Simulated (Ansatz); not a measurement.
# What Tl2Te (model cell, started as antifluorite) distorts into, part 3 of 3

Which phase does Tl2Te (model cell, started as antifluorite) fall into along its unstable mode, and how much energy does it gain?

Ansatz 0.2.0; DFT PBEsol, scalar-relativistic, plane waves, PAW.

So far. Step 5 (Energy along the mode, all amplitudes (two of the runs …): The lowest of the steps tried is at 0.32 Å, 3.08 meV/atom below the parent; the bottom of the well need not coincide with a step. Step 7 (The new phase in its own primitive cell): The largest force component left is 0.14 meV/Å and the pressure is 0.000 GPa, within the tolerances set. The cell now holds 36.41 Å³/atom. The relaxed cell has a, b, c = 4.482, 7.651, 6.371 Å (conventional setting).

The structure was built from a prototype and need not be the compound's stable phase.

**8. Modes of the new phase, k-mesh 8×4×6**

A relaxed structure may still be a saddle point, so its zone-centre modes are computed. No field response is asked, since the mesh shows no gap.

Contents of input.yaml:

```yaml
crystal:
  lattice:
    - [4.4817192596, 0.0, 0.0]
    - [0.0, 7.6505338393, 0.0]
    - [0.0, 0.0, 6.3705473221]
  atoms:
    - { symbol: Te, position: [0.5, 0.5, 0.3725015512] }
    - { symbol: Te, position: [0.0, 0.0, 0.6274984488] }
    - { symbol: Tl, position: [0.5, 0.2661987729, 0.7886441528] }
    - { symbol: Tl, position: [0.0, 0.7661987729, 0.2113558472] }
    - { symbol: Tl, position: [0.5, 0.7338012271, 0.7886441528] }
    - { symbol: Tl, position: [0.0, 0.2338012271, 0.2113558472] }
kpoints:
  mp_grid: { grid: [8, 4, 6] }
hamiltonian:
  xc: pbesol
scf:
  occupations: { method: gaussian, width: 0.01 }
output:
  eigenvalues: true
phonons:
  method: dfpt
```

On the command line:

```bash
> ansatz run input.yaml --threads 4 --pin off --max-ram 7168MiB --backend cpu --events-out ev --progress --plain --runs-dir out
```

Numbers of over 12 decimals in the logs are rounded to 6 here.

Log:

```text
zone centre: on kpoints.mp_grid the ground state, and the responses unless they are solved on pairs of k-points, stand on 70 of the mesh's 192 k-points, reduced under 2 symmetry operations, with k and −k counted as one. Each operation leaves every solved displacement unchanged or reverses it
[...]
Crystal: 6 atoms, lattice volume = 218.430 Å³
Basis set: ecut = 420 eV, 4263 PW (Γ), exchange–correlation on 60×108×90 points (8 copies of the dense FFT grid, shifted against one another)
Bands: 51, of which v1, the nominal top of the filled ones, is band 42 counted from 1 (41 counted from 0)
Symmetry: 8 space group operations
k-points: 70 of 192 (irreducible under 2 space group operations, time reversal used)
[...]
SCF iter   1: F=—  HF=-58986.766602 eV  |F-HF|=—  |Δ(HF+E_count)|=         —  Δρ=2.62e-3  dr2=2.18e-2  ethr=1.77e-3  ⟨swp⟩=7.1  Hψ=14822  notcnv=0
[...]
SCF iter  10: F=-58986.756357 eV  HF=-58986.756357 eV  |F-HF|=7.28e-12  |Δ(HF+E_count)|=  1.60e-10  Δρ=3.62e-8  dr2=5.38e-12  ethr=1.00e-12  ⟨swp⟩=10.6  Hψ=20178  notcnv=0
SCF 1 converged in 10 iterations: F = -58986.756357 eV  dr2 = 5.38e-12
[...]
DFPT response loops at Γ: preconditioner auto → Kerker (q_TF=auto, 2.327 Å⁻¹) (partly filled bands, converged f_vac=0.074); β = 1.00, the filter's whole step (`scf.mixing.beta` (0.50) is not read by the response loops under this deck's `scf.mixing.preconditioner`; to damp them name `kerker` or `kerker_dos`, under which they read `scf.mixing.beta`, and type it under 1.00, their step now; both keys bind the ground state too); Broyden in place of MSR1
SCF converged after 10 iterations
Free energy (F): -58986.756357 eV
[...]
Internal energy: -58986.756299 eV  (E = F + TS)
E sigma→0 (E₀):  -58986.756328 eV
Entropy (-TS):   -0.000059 eV (-0.010 meV/atom)
Fermi energy:    7.313310 eV
[...]
--- Band table (eV; the first three rows and the last of 70) ---
  k-point 0: bands = [... 38 lower, 5.5981, 6.2993, 6.3415, 6.4072, 7.6835, 8.3795, 9.6426, 10.5922, ... 5 higher]
  k-point 1: bands = [... 38 lower, 6.1000, 6.3732, 6.3944, 6.6652, 7.6217, 8.4177, 9.7650, 10.3538, ... 5 higher]
  k-point 2: bands = [... 38 lower, 6.2803, 6.4217, 7.0390, 7.1085, 7.8656, 8.4992, 10.0106, 10.0157, ... 5 higher]
  k-point 69: bands = [... 38 lower, 6.0182, 6.0182, 6.2040, 6.2040, 7.9843, 7.9843, 9.6844, 9.6844, ... 5 higher]
--- Phonons (Γ-DFPT): 6 representative perturbations + reference, on 70 of 192 k-points (Σ response iterations 18) ---
  k mesh reduced under 2 symmetry operations, with k and −k counted as one. Each operation leaves every solved displacement unchanged or reverses it
  ASR residual: 1.012e-4 → 0.000e0 eV/Å²; symmetrization residual: 4.008e-5 eV/Å²
  ASR residual per site (eV/Å²): 1.01e-4 1.01e-4 3.05e-5 3.05e-5 3.05e-5 3.05e-5
  Γ frequencies (cm⁻¹): 0.00 0.00 0.00 27.16 30.80 32.43 37.28 39.31 50.49 52.01 65.83 66.45 80.34 82.60 84.79 85.06 88.25 108.24
  non-analytic LO–TO correction: not included (Born effective charges unavailable; polar crystals: no LO–TO splitting at Γ)
```

It took 2.2 min on 4 threads of Arm Neoverse V2, shared host; peak memory 2.5 GiB.

Numbers from this step:

```yaml
sum_rule_residual_before_enforcement: 1.01e-4 eV/Å²
point_group: mmm
highest_optical_mode_at_the_zone_centre_no_lo_to_term: 108.2 cm⁻¹
lowest_optical_zone_centre_mode: 27.16 cm⁻¹
```

Without the LO-TO term. Patterns of degenerate modes are one choice out of their space. The modes at Γ (shares of kinetic energy by element, %):

```tsv
mode	frequency (cm⁻¹)	symmetry	Te %	Tl %
1	0.0	acoustic	24	76
2	0.0	acoustic	24	76
3	0.0	acoustic	24	76
4	27.2	Ag	39	61
5	30.8	B3g	10	90
6	32.4	B2g	27	73
7	37.3	B2u	0	100
8	39.3	Au	0	100
9	50.5	B1g	0	100
10	52.0	B3g	10	90
11	65.8	Ag	0	100
12	66.5	B1u	0	100
13	80.3	B3u	76	24
14	82.6	B2u	76	24
15	84.8	B2g	73	27
16	85.1	B1u	76	24
17	88.2	Ag	61	39
18	108.2	B3g	80	20
```

Displacements in mode 4 (27.2 cm⁻¹), the largest set to 1:
```
Te1  0.00  0.00 -1.00
Te2  0.00  0.00  1.00
Tl3  0.00  0.62 -0.33
Tl4  0.00  0.62  0.33
Tl5  0.00 -0.62 -0.33
Tl6  0.00 -0.62  0.33
```

Displacements in mode 12 (66.5 cm⁻¹), the largest set to 1:
```
Te1  0.00  0.00 -0.01
Te2  0.00  0.00 -0.01
Tl3  0.00 -1.00  0.00
Tl4  0.00  1.00  0.00
Tl5  0.00  1.00  0.00
Tl6  0.00 -1.00  0.00
```

Before it was imposed, the acoustic sum rule was missed by 1.0e-4 eV/Å². Small misses are needed for a sound result but don't prove that mesh and cutoff are converged. The lowest optical mode is real, 27.2 cm⁻¹.

**9. Results**

```
unstable mode of the parent                                                      : q = (0, -0.5, -0.5), 26i cm⁻¹
depth at the lowest point sampled                                                : 3.08 meV/atom
largest atomic shift at that point                                               : 0.32 Å
space group reached (within 0.01 Å)                                              : Pmmn
energy gained over the parent (first relaxation, on the mesh of the frozen mode) : 14.4 meV/atom
volume per atom, phase reached                                                   : 36.4 Å³
lowest optical zone-centre mode, phase reached                                   : 27.2 cm⁻¹
highest optical mode at the zone centre (no LO-TO term), phase reached           : 108 cm⁻¹
```

What this shows: Along this mode the structure falls into Pmmn, 14.4 meV/atom below the parent. At the parent's cell the well is 3.077 meV/atom deep on the steps tried, with its lowest point at a shift of 0.32 Å. Relaxing atoms and cell changes the gain by +11.33 meV/atom against the lowest step (energies at zero smearing). Most of the total comes from this relaxation. The new phase has no imaginary mode at the zone centre of its cell; other wavevectors were not checked. Of the 3 patterns followed to their end from this parent, this one reaches the lowest energy. Each path keeps the symmetry of its pattern, so a lower phase may lie along a pattern not tried. With no gap, or one that is small against the smearing, the frequencies hang on the k mesh and the smearing, most of all near Kohn anomalies. Where the field response was not run the interpolation lacks the dipole term, so the LO-TO splitting is missing from branches, density of states and sums. Spin-orbit coupling is left out, which can matter for the heavy elements here. A phonon run warned that its eigensolver left some bands unconverged in a pass. The starting cell was built on a prototype and not taken from a measurement, so the phase need not exist.

[Logs are printed without paths, hosts, clocks, repeated set-up lines and the standing remarks that a program may print on its own settings, such as how far it seeks lower states.]

[Hosts, paths, dates, database ids (printed as entryN), source tags and the programs' standing remarks are cut or masked in the printed files.]
